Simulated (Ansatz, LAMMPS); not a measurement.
# Glassy 97GeO2-3Na2O (mol %) (93 atoms) under strain, part 2 of 4

Aim: relax glassy 97GeO2-3Na2O (mol %) (93 atoms), then change its volume and shape to read moduli from the stress.

Ansatz 0.2.0; Kohn-Sham DFT, PBE, PAW (set soft_2), plane waves.

The cell: 30 Ge, 2 Na and 61 O. The quench rate of 60 K/ps is orders of magnitude faster than experiment. The network of bonds at the start is that of the classical potential that made the cell. Only the Γ point is sampled.

So far. Step 2 (Single point at the start): The r.m.s. force at the start is 1.2 eV/Å.

## 3. Cell and atoms relaxed

Cell and atoms are freed together, to release stress as well as forces.

Input file input.yaml:

```yaml
crystal:
  lattice:
    - [11.31791, 0.0, 0.0]
    - [0.0, 11.31791, 0.0]
    - [0.0, 0.0, 11.31791]
  atoms:
    [... the 93 atom lines of step 2 ...]
kpoints:
  mp_grid: { grid: [1, 1, 1] }
hamiltonian:
  xc: pbe
scf:
  occupations: { method: fermi_dirac, width: 0.05 }
output:
  forces: true
relax:
  f_tol: 0.05
  max_steps: 150
  cell: {}
```

Command:

```console
$ ansatz run input.yaml --threads 4 --pin off --max-ram 8192MiB --backend cpu --events-out ev --progress --plain --runs-dir out
```

Numbers of over 12 decimals in the logs are rounded to 6 here.

What it wrote:

```text
[...]
Crystal: 93 atoms, lattice volume = 1449.769 Å³
Basis set: ecut = 420 eV, 28353 PW (Γ), exchange–correlation on 160×160×160 points (8 copies of the dense FFT grid, shifted against one another)
Bands: 495, of which v1, the nominal top of the filled ones, is band 402 counted from 1 (401 counted from 0)
Symmetry: 1 space group operations
[...]
k-points: 1
[...]
SCF iter   1: F=—  HF=-166412.751214 eV  |F-HF|=—  |Δ(HF+E_count)|=         —  Δρ=3.07e-3  dr2=1.38e-1  ethr=1.77e-3  ⟨swp⟩=6.0  Hψ=1947  notcnv=0  defer=51
[...]
SCF iter   8: F=—  HF=-166412.737354 eV  |F-HF|=—  |Δ(HF+E_count)|=   1.48e-6  Δρ=5.04e-6  dr2=3.77e-7  ethr=5.40e-10  ⟨swp⟩=2.0  Hψ=610  notcnv=0  defer=81
SCF iter   9: F=-166412.737354 eV  HF=-166412.737354 eV  |F-HF|=2.01e-8  |Δ(HF+E_count)|=   2.09e-7  Δρ=2.41e-6  dr2=8.29e-8  ethr=1.24e-11  ⟨swp⟩=4.0  Hψ=1487  notcnv=0
SCF 1 converged in 9 iterations: F = -166412.737354 eV  dr2 = 8.29e-8
[...]
relax step   1: F+E_penalty+E_count = -166412.73735396 eV  Δ(F+E_penalty+E_count) = +0.000e0 eV  max|allowed force component| = 3.620e0 eV/Å  Δτ_max = 0.0000 Å  P = +5.171 GPa  Ω = 1449.769 Å³  (9 SCF iters, dr2 threshold 1.00e-7 eV, accepted)
[... from here on, the SCF cycles and remarks between the steps are left out ...]
relax step   2: F+E_penalty+E_count = -166420.12679039 eV  Δ(F+E_penalty+E_count) = -7.389e0 eV  max|allowed force component| = 2.073e0 eV/Å  Δτ_max = 0.1943 Å  P = +2.371 GPa  Ω = 1446.698 Å³  energy of the carried Pulay correction = +1.015e-2 eV  (8 SCF iters, dr2 threshold 9.30e-6 eV, accepted)
relax step   3: F+E_penalty+E_count = -166424.26419198 eV  Δ(F+E_penalty+E_count) = -4.137e0 eV  max|allowed force component| = 8.152e-1 eV/Å  Δτ_max = 0.1949 Å  P = -0.367 GPa  Ω = 1427.564 Å³  energy of the carried Pulay correction = +7.386e-2 eV  (9 SCF iters, dr2 threshold 9.30e-6 eV, accepted)
relax step   4: F+E_penalty+E_count = -166425.36015979 eV  Δ(F+E_penalty+E_count) = -1.096e0 eV  max|allowed force component| = 5.540e-1 eV/Å  Δτ_max = 0.1832 Å  P = -0.458 GPa  Ω = 1399.612 Å³  energy of the carried Pulay correction = +1.685e-1 eV  (8 SCF iters, dr2 threshold 9.30e-6 eV, accepted)
relax step   5: F+E_penalty+E_count = -166425.91697810 eV  Δ(F+E_penalty+E_count) = -5.568e-1 eV  max|allowed force component| = 3.984e-1 eV/Å  Δτ_max = 0.2000 Å  P = -0.327 GPa  Ω = 1388.939 Å³  energy of the carried Pulay correction = +2.051e-1 eV  (8 SCF iters, dr2 threshold 9.30e-6 eV, accepted)
relax step   6: F+E_penalty+E_count = -166426.44627650 eV  Δ(F+E_penalty+E_count) = -5.293e-1 eV  max|allowed force component| = 2.332e-1 eV/Å  Δτ_max = 0.1953 Å  P = -0.300 GPa  Ω = 1377.103 Å³  energy of the carried Pulay correction = +2.460e-1 eV  (8 SCF iters, dr2 threshold 9.30e-6 eV, accepted)
relax step   7: F+E_penalty+E_count = -166426.64673757 eV  Δ(F+E_penalty+E_count) = -2.005e-1 eV  max|allowed force component| = 2.221e-1 eV/Å  Δτ_max = 0.1967 Å  P = +0.030 GPa  Ω = 1368.546 Å³  energy of the carried Pulay correction = +2.758e-1 eV  (8 SCF iters, dr2 threshold 3.40e-6 eV, accepted)
relax step   8: F+E_penalty+E_count = -166426.85136494 eV  Δ(F+E_penalty+E_count) = -2.046e-1 eV  max|allowed force component| = 2.845e-1 eV/Å  Δτ_max = 0.2000 Å  P = +0.060 GPa  Ω = 1368.375 Å³  energy of the carried Pulay correction = +2.764e-1 eV  (8 SCF iters, dr2 threshold 3.08e-6 eV, accepted)
relax step   9: F+E_penalty+E_count = -166426.91468089 eV  Δ(F+E_penalty+E_count) = -6.332e-2 eV  max|allowed force component| = 3.878e-1 eV/Å  Δτ_max = 0.1930 Å  P = -0.362 GPa  Ω = 1369.643 Å³  energy of the carried Pulay correction = +2.720e-1 eV  (8 SCF iters, dr2 threshold 5.06e-6 eV, accepted)
relax step  10: F+E_penalty+E_count = -166427.03020560 eV  Δ(F+E_penalty+E_count) = -1.155e-1 eV  max|allowed force component| = 3.094e-1 eV/Å  Δτ_max = 0.2000 Å  P = -0.012 GPa  Ω = 1363.038 Å³  energy of the carried Pulay correction = +2.951e-1 eV  (8 SCF iters, dr2 threshold 9.30e-6 eV, accepted)
relax step  11: F+E_penalty+E_count = -166427.04462092 eV  Δ(F+E_penalty+E_count) = -1.442e-2 eV  max|allowed force component| = 1.746e-1 eV/Å  Δτ_max = 0.1378 Å  P = +0.023 GPa  Ω = 1360.670 Å³  energy of the carried Pulay correction = +3.034e-1 eV  (8 SCF iters, dr2 threshold 5.98e-6 eV, accepted)
relax step  12: F+E_penalty+E_count = -166427.06050124 eV  Δ(F+E_penalty+E_count) = -1.588e-2 eV  max|allowed force component| = 9.112e-2 eV/Å  Δτ_max = 0.0762 Å  P = +0.082 GPa  Ω = 1362.110 Å³  energy of the carried Pulay correction = +2.984e-1 eV  (8 SCF iters, dr2 threshold 1.91e-6 eV, accepted)
relax step  13: F+E_penalty+E_count = -166427.07052202 eV  Δ(F+E_penalty+E_count) = -1.002e-2 eV  max|allowed force component| = 8.766e-2 eV/Å  Δτ_max = 0.0468 Å  P = +0.087 GPa  Ω = 1361.129 Å³  energy of the carried Pulay correction = +3.018e-1 eV  (8 SCF iters, dr2 threshold 5.19e-7 eV, accepted)
relax step  14: F+E_penalty+E_count = -166427.07690460 eV  Δ(F+E_penalty+E_count) = -6.383e-3 eV  max|allowed force component| = 5.178e-2 eV/Å  Δτ_max = 0.0611 Å  P = -0.069 GPa  Ω = 1361.574 Å³  energy of the carried Pulay correction = +3.003e-1 eV  (8 SCF iters, dr2 threshold 4.80e-7 eV, accepted)
relax step  15: F+E_penalty+E_count = -166427.08303662 eV  Δ(F+E_penalty+E_count) = -6.132e-3 eV  max|allowed force component| = 4.079e-2 eV/Å  Δτ_max = 0.0196 Å  P = -0.009 GPa  Ω = 1361.002 Å³  energy of the carried Pulay correction = +3.023e-1 eV  (8 SCF iters, dr2 threshold 1.68e-7 eV, accepted)
relax step  16: F+E_penalty+E_count = -166426.94635119 eV  Δ(F+E_penalty+E_count) = +1.367e-1 eV  max|allowed force component| = 3.894e-2 eV/Å  Δτ_max = 0.0000 Å  P = -0.203 GPa  Ω = 1361.002 Å³  stress off target by 4.04e-1 GPa  SCF on the basis re-selected at this cell (its energy is not comparable with the rows above)  (9 SCF iters)
relax step  17: F+E_penalty+E_count = -166426.92794398 eV  Δ(F+E_penalty+E_count) = +1.841e-2 eV  max|allowed force component| = 1.617e-1 eV/Å  Δτ_max = 0.2000 Å  P = +0.149 GPa  Ω = 1348.614 Å³  energy of the carried Pulay correction = +4.162e-2 eV  (9 SCF iters, dr2 threshold 4.08e-7 eV, rejected (line search))
relax step  18: F+E_penalty+E_count = -166426.97926214 eV  Δ(F+E_penalty+E_count) = -3.291e-2 eV  max|allowed force component| = 6.111e-2 eV/Å  Δτ_max = 0.0597 Å  P = +0.120 GPa  Ω = 1355.417 Å³  energy of the carried Pulay correction = +1.901e-2 eV  (12 SCF iters, accepted)
relax step  19: F+E_penalty+E_count = -166426.97335782 eV  Δ(F+E_penalty+E_count) = +5.904e-3 eV  max|allowed force component| = 1.902e-1 eV/Å  Δτ_max = 0.1000 Å  P = -0.088 GPa  Ω = 1356.595 Å³  energy of the carried Pulay correction = +1.487e-2 eV  (9 SCF iters, dr2 threshold 2.33e-7 eV, rejected (line search))
relax step  20: F+E_penalty+E_count = -166426.98035917 eV  Δ(F+E_penalty+E_count) = -1.097e-3 eV  max|allowed force component| = 3.418e-2 eV/Å  Δτ_max = 0.0489 Å  P = -0.039 GPa  Ω = 1356.727 Å³  energy of the carried Pulay correction = +1.446e-2 eV  (11 SCF iters, accepted)
relax step  21: F+E_penalty+E_count = -166426.98460749 eV  Δ(F+E_penalty+E_count) = -4.248e-3 eV  max|allowed force component| = 2.612e-2 eV/Å  Δτ_max = 0.0500 Å  P = -0.018 GPa  Ω = 1356.308 Å³  energy of the carried Pulay correction = +1.587e-2 eV  (9 SCF iters, dr2 threshold 7.33e-9 eV, accepted)
relax step  22: F+E_penalty+E_count = -166426.98691706 eV  Δ(F+E_penalty+E_count) = -2.310e-3 eV  max|allowed force component| = 3.002e-2 eV/Å  Δτ_max = 0.0729 Å  P = -0.019 GPa  Ω = 1356.359 Å³  energy of the carried Pulay correction = +1.562e-2 eV  (11 SCF iters, accepted)
relax step  23: F+E_penalty+E_count = -166426.98741325 eV  Δ(F+E_penalty+E_count) = -4.962e-4 eV  max|allowed force component| = 2.722e-2 eV/Å  Δτ_max = 0.0572 Å  P = +0.010 GPa  Ω = 1356.557 Å³  energy of the carried Pulay correction = +1.490e-2 eV  (11 SCF iters, accepted)
relax step  24: F+E_penalty+E_count = -166426.96991749 eV  Δ(F+E_penalty+E_count) = +1.750e-2 eV  max|allowed force component| = 2.715e-2 eV/Å  Δτ_max = 0.0000 Å  P = -0.000 GPa  Ω = 1356.557 Å³  stress off target by 5.90e-2 GPa  SCF on the basis re-selected at this cell (its energy is not comparable with the rows above)  (7 SCF iters)
relax step  25: F+E_penalty+E_count = -166426.97060338 eV  Δ(F+E_penalty+E_count) = -6.859e-4 eV  max|allowed force component| = 3.242e-2 eV/Å  Δτ_max = 0.0378 Å  P = +0.022 GPa  Ω = 1356.819 Å³  energy of the carried Pulay correction = -9.867e-4 eV  (9 SCF iters, dr2 threshold 8.72e-9 eV, accepted)
relax step  26: F+E_penalty+E_count = -166426.97034034 eV  Δ(F+E_penalty+E_count) = +2.630e-4 eV  max|allowed force component| = 3.225e-2 eV/Å  Δτ_max = 0.0000 Å  P = +0.022 GPa  Ω = 1356.819 Å³  stress off target by 3.85e-2 GPa  SCF on the basis re-selected at this cell (its energy is not comparable with the rows above)  (5 SCF iters)
[...]
SCF converged after 5 iterations
Free energy (F): -166426.970340 eV
[...]
Internal energy: -166426.970340 eV  (E = F + TS)
E sigma→0 (E₀):  -166426.970340 eV
Fermi energy:    4.913802 eV
[...]
Σ components = -166426.970340   (vs F -166426.970340, Δ=0.00e0)
--- Forces (eV/Å), atoms counted from 1 ---
  atom   1  Ge     0.00004783    -0.01028651    -0.01476121
  atom   2  Ge     0.01206021     0.00141067     0.00367049
  atom   3  Ge     0.00943399     0.00547643     0.00282236
  atom   4  Ge    -0.00433767    -0.00441726    -0.01178412
[...]
atom  93  O     -0.00938253    -0.00012497    -0.01313111
  max |Σ_I F_I| component: 2.82e-5 eV/Å
--- Stress (GPa, compression-positive) ---
        0.016813      -0.007474      -0.006344
       -0.007474       0.013888      -0.000850
       -0.006344      -0.000850       0.036522
  P = ⅓ Tr σ = 0.0224 GPa (0.224 kbar)
--- Relaxed structure (23 steps of the walk, 21 accepted, 3 SCFs on fresh bases) ---
  F+E_penalty+E_count = -166426.97034034 eV   max|allowed force component| = 3.225e-2 eV/Å   (the final SCF, on the basis selected at the relaxed cell)
  cell:  # Å, volume = 1356.8187 Å³
    - [10.652745, -0.224054, 0.409699]
    - [-0.224054, 11.236488, -0.180480]
    - [0.409699, -0.180480, 11.358355]
  atoms:
    - { symbol: Ge, position: [0.542083, 0.801543, 0.089041] }
    - { symbol: Ge, position: [0.781201, 0.566772, 0.622105] }
    - { symbol: Ge, position: [0.093930, 0.757239, 0.170458] }
    - { symbol: Ge, position: [0.706916, 0.858532, 0.674776] }
[...]
- { symbol: O, position: [0.275520, 0.868269, 0.652883] }
```

Wall time 9.3 min (4 threads of Arm Neoverse V2, shared host); peak memory 2.2 GiB; 36 min of CPU time.

The relaxation converged after 23 steps, with a largest force component of 0.032 eV/Å.

## 4. Single point at the relaxed geometry

One more single point at the end of the walk gives the fuller output and checks the residual forces.

Input file input.yaml:

```yaml
crystal:
  lattice:
    - [10.65275, -0.22405, 0.4097]
    - [-0.22405, 11.23649, -0.18048]
    - [0.4097, -0.18048, 11.35836]
  atoms:
    - { symbol: Ge, position: [0.54208, 0.80154, 0.08904] }
    - { symbol: Ge, position: [0.7812, 0.56677, 0.62211] }
    - { symbol: Ge, position: [0.09393, 0.75724, 0.17046] }
    - { symbol: Ge, position: [0.70692, 0.85853, 0.67478] }
    - { symbol: Ge, position: [0.00268, 0.34579, 0.20175] }
    - { symbol: Ge, position: [0.33138, 0.38269, 0.9231] }
    [... 81 atom lines left out ...]
    - { symbol: O, position: [0.22373, 0.80121, 0.25168] }
    - { symbol: O, position: [0.68587, 0.97536, 0.7814] }
    - { symbol: O, position: [0.76643, 0.1138, 0.97885] }
    - { symbol: O, position: [0.99196, 0.45048, 0.32351] }
    - { symbol: O, position: [0.87189, 0.62633, 0.49492] }
    - { symbol: O, position: [0.27552, 0.86827, 0.65288] }
kpoints:
  mp_grid: { grid: [1, 1, 1] }
hamiltonian:
  xc: pbe
scf:
  occupations: { method: fermi_dirac, width: 0.05 }
output:
  forces: true
  stress: true
  populations: true
  dos:
    method: { smearing: { sigma: 0.1 } }
    de: 0.1
    projected: { site_lists: { Ge: [Ge], Na: [Na], O: [O] } }
  eigenvalues: true
  write_density: true
  write_potential: true
  volumetric_format: npy
  elf: true
```

What it wrote:

```text
[...]
Crystal: 93 atoms, lattice volume = 1356.820 Å³
Basis set: ecut = 420 eV, 26459 PW (Γ), exchange–correlation on 144×160×160 points (8 copies of the dense FFT grid, shifted against one another)
Bands: 495, of which v1, the nominal top of the filled ones, is band 402 counted from 1 (401 counted from 0)
Symmetry: 1 space group operations
[...]
k-points: 1
[...]
SCF iter   1: F=—  HF=-166426.968216 eV  |F-HF|=—  |Δ(HF+E_count)|=         —  Δρ=2.38e-3  dr2=8.55e-2  ethr=1.77e-3  ⟨swp⟩=6.0  Hψ=1944  notcnv=0  defer=38
[...]
SCF iter   9: F=-166426.970325 eV  HF=-166426.970325 eV  |F-HF|=2.68e-8  |Δ(HF+E_count)|=   1.23e-7  Δρ=1.77e-6  dr2=3.75e-8  ethr=1.24e-11  ⟨swp⟩=14.0  Hψ=3560  notcnv=0
SCF 1 converged in 9 iterations: F = -166426.970325 eV  dr2 = 3.75e-8
[...]
SCF converged after 9 iterations
Free energy (F): -166426.970325 eV
[...]
Internal energy: -166426.970325 eV  (E = F + TS)
E sigma→0 (E₀):  -166426.970325 eV
Fermi energy:    4.913763 eV
[...]
--- Forces (eV/Å), atoms counted from 1 ---
  atom   1  Ge     0.00196373    -0.00971495    -0.01351840
  atom   2  Ge     0.01228281     0.00186977     0.00178661
  atom   3  Ge     0.00901383     0.00647412     0.00266748
  atom   4  Ge    -0.00598951    -0.00204804    -0.01338751
  atom   5  Ge    -0.00822445     0.00940397    -0.00524477
  atom   6  Ge     0.00557014    -0.00225533    -0.00712300
  atom   7  Ge     0.00082628     0.00138866     0.00956550
  atom   8  Ge    -0.01256010     0.00992064    -0.00858050
  atom   9  Ge     0.01495028    -0.00194515    -0.02396752
  atom  10  Ge     0.00433282     0.00340464     0.00934438
  atom  11  Ge    -0.00496246    -0.00412657     0.00264209
  atom  12  Ge     0.00288576    -0.00727161    -0.00099669
  atom  13  Ge    -0.00641059    -0.00036529    -0.00848054
  atom  14  Ge    -0.00441082     0.00153854    -0.00542673
[...]
atom  92  O     -0.01068922     0.00190517    -0.00633978
  atom  93  O     -0.01022771    -0.00068648    -0.01312346
  max |Σ_I F_I| component: 4.35e-5 eV/Å
--- Stress (GPa, compression-positive) ---
        0.017248      -0.007168      -0.006011
       -0.007168       0.012239      -0.001106
       -0.006011      -0.001105       0.035949
  P = ⅓ Tr σ = 0.0218 GPa (0.218 kbar)
--- Band table (eV) ---
[...]
--- Löwdin populations: 93 sites ---
  site symbol       q [e]
     0     Ge     12.4057
     1     Ge     12.4852
     2     Ge     12.4234
[...]
92      O      6.7533
  spilling = 0.005107 (of n_electrons = 804.000000)
```

Elapsed: 29 s, on 4 threads; peak memory 2.1 GiB; 1.9 min of CPU time.

The run gave:

* free energy: -166426.9703 eV
* free energy per atom: -1789.5373 eV/atom
* SCF cycles: 9
* pressure: 0.02181 GPa
* r.m.s. force component: 0.00726 eV/Å
* longest force: 0.03647 eV/Å
* Fermi energy: 4.914 eV
* gap (highest filled to lowest empty level): 2.108 eV
* spilling of the projection: 0.005107

Löwdin charges by element and coordination (they lack the spilled electrons, 0.044 e an atom on average):

```tsv
element	coordination	atoms	mean charge (e)	spread	least	most
Ge	all	30	1.57	0.0212	1.51	1.62
Ge	4	27	1.57	0.0178	1.54	1.62
Ge	5	3	1.53	0.0155	1.51	1.55
Na	all	2	0.819	0.0035	0.816	0.823
Na	4	1	0.823	0	0.823	0.823
Na	5	1	0.816	0	0.816	0.816
O	all	61	-0.732	0.0181	-0.777	-0.696
O	2	51	-0.727	0.0129	-0.761	-0.703
O	3	10	-0.754	0.0235	-0.777	-0.696
```

States in the cell by windows of 1 eV, zero at the Fermi level; the larger projections on atomic orbitals stand beside the total:

```tsv
from (eV)	to (eV)	total	O p	Ge p	Ge s
-14	-11	0.0	0.0	0.0	0.0
-11	-10	10.5	5.8	0.3	3.9
-10	-9	14.6	8.2	0.7	4.7
-9	-8	16.9	9.9	1.4	4.2
-8	-7	13.8	8.6	1.6	2.5
-7	-6	28.9	20.8	6.7	0.5
-6	-5	39.2	29.3	8.2	0.4
-5	-4	34.1	26.9	4.2	0.5
-4	-3	65.0	57.7	3.8	0.4
-3	-2	101.9	97.4	1.8	0.3
-2	-1	40.2	38.9	0.5	0.1
-1	0	0.6	0.6	0.0	0.0
0	1	0.3	0.1	0.0	0.2
1	2	1.7	0.4	0.0	0.8
2	3	9.6	2.7	1.0	4.2
3	4	17.4	4.8	2.6	7.2
4	5	15.8	4.5	3.3	5.8
```

Between -26 and -14 eV lie 434 more states.

The levels nearest the highest filled one (over half full), pooled over k-points and spins:

```tsv
level less the highest filled one (eV)	occupation
-0.490	2
-0.415	2
-0.338	2
-0.27	2
-0.104	2
0	2
2.11	0
3.43	0
3.75	0
3.81	0
3.91	0
3.97	0
```

Valence density in the bc plane at fractional x = 0.079, with atoms of Ge and Na and O within 0.2 Å of it. It is the smooth field of the valence electrons, not physical close to the nuclei.

Ten steps, logarithmic in the rise over the least value, from '_' (0 e/Å³) to '@' (33 e/Å³), each cell a mean:
```
@@==..______________________..--**##==::....__________....::**@@
**--::::::..__________________..::::::::::..........__....::==##
::::--++++--..______________________....::::--****--....::::::::
..::==****==..________________________....::++@@@@**::::--::....
__..--====--....__________________________..--****--..::::::..__
____..::--**++::..________..--==--______..::----::..____________
____..::**@@@@==..________--##%%**::__..--++**==::..____________
__....::==##**--..________::**##++..__..--++**++::..____________
..--====--::....____________......______..------::..____________
::==**++--..________________________________............________
::--++==::..____________________________________..::----::..____
........________________________________________..--++**++--..__
________________________________________________..::++++==::..__
__________________________________________________..::::::..____
________________________________________________________________
____________________________....________________________________
__________________________......________________________________
____________....::::..........______________........____________
____________..------::::..________________....--++==..__________
____________..::--::::::..__________........--##@@##--..________
________________............______..::::::::::++##++--::..______
__........____________..::::........::::::......::::====--::____
....::::..____________..::--::::==++--::..______..::==++==::....
++::....______________....::::==%%@@**::..________..::--::::--++
```
Columns run along b (11.2 Å), rows up along c (11.4 Å). Atoms in or near the plane, at fractional coordinates: Ge at (0.76, 0.17), Ge at (0.74, 0.84), Ge at (0.99, 0.96), Ge at (0.53, 0.00), Ge at (0.17, 0.72), Na at (0.47, 0.71), O at (0.69, 0.69), O at (0.85, 0.50), O at (0.11, 0.85).

ELF in the bc plane at fractional x = 0.079, with atoms of Ge and Na and O within 0.2 Å of it. It is the smooth field of the valence electrons, not physical close to the nuclei.

Values, 13 rows by 16 columns, each cell a mean:
```
0.11 0.26 0.29 0.13 0.01 0.08 0.13 0.18 0.15 0.38 0.39 0.13 0.12 0.18 0.24 0.08
0.37 0.70 0.78 0.51 0.04 0.01 0.12 0.17 0.12 0.45 0.42 0.14 0.13 0.42 0.64 0.33
0.29 0.68 0.56 0.27 0.07 0.02 0.03 0.15 0.08 0.08 0.23 0.25 0.18 0.41 0.70 0.28
0.10 0.25 0.08 0.10 0.14 0.05 0.24 0.48 0.45 0.24 0.74 0.67 0.49 0.08 0.12 0.04
0.63 0.66 0.37 0.16 0.10 0.04 0.10 0.41 0.23 0.27 0.73 0.68 0.41 0.14 0.05 0.12
0.70 0.75 0.65 0.09 0.02 0.01 0.00 0.00 0.00 0.02 0.09 0.16 0.30 0.59 0.48 0.17
0.23 0.42 0.20 0.03 0.07 0.01 0.00 0.00 0.00 0.03 0.06 0.06 0.56 0.69 0.75 0.27
0.02 0.01 0.01 0.04 0.05 0.01 0.14 0.29 0.09 0.01 0.02 0.02 0.27 0.62 0.47 0.10
0.01 0.00 0.02 0.13 0.16 0.06 0.36 0.72 0.40 0.04 0.06 0.10 0.04 0.02 0.01 0.01
0.00 0.01 0.14 0.61 0.69 0.33 0.22 0.43 0.19 0.03 0.10 0.24 0.17 0.12 0.03 0.00
0.06 0.12 0.10 0.59 0.64 0.30 0.21 0.10 0.12 0.49 0.37 0.15 0.06 0.26 0.21 0.03
0.32 0.66 0.34 0.08 0.13 0.27 0.56 0.36 0.23 0.62 0.56 0.23 0.33 0.67 0.68 0.17
0.26 0.49 0.34 0.04 0.05 0.50 0.70 0.41 0.09 0.22 0.19 0.07 0.45 0.77 0.63 0.20
```
Columns run along b (11.2 Å), rows up along c (11.4 Å). Atoms in or near the plane, at fractional coordinates: Ge at (0.76, 0.17), Ge at (0.74, 0.84), Ge at (0.99, 0.96), Ge at (0.53, 0.00), Ge at (0.17, 0.72), Na at (0.47, 0.71), O at (0.69, 0.69), O at (0.85, 0.50), O at (0.11, 0.85).

Between filled and empty levels lie 2.11 eV (at Γ alone); a semilocal functional tends to put such gaps too low. In a disordered cell it changes from sample to sample, and tail or defect levels can set it. Mean Löwdin charges: Ge +1.57, Na +0.82, O -0.73 e (they miss 0.51 % of the electrons, so they add up to more than the cell's charge). The largest share in the top eV of filled states is O p (98 % of the projected weight), and in the lowest eV of empty states Ge s (49 % of the projected weight).

(Part 2 of 4 ends here.)

[Logs are printed without paths, hosts, clocks, repeated set-up lines and the standing remarks that a program may print on its own settings, such as how far it seeks lower states.]

[Hosts, paths, dates, database ids (printed as entryN), source tags and the programs' standing remarks are cut or masked in the printed files.]
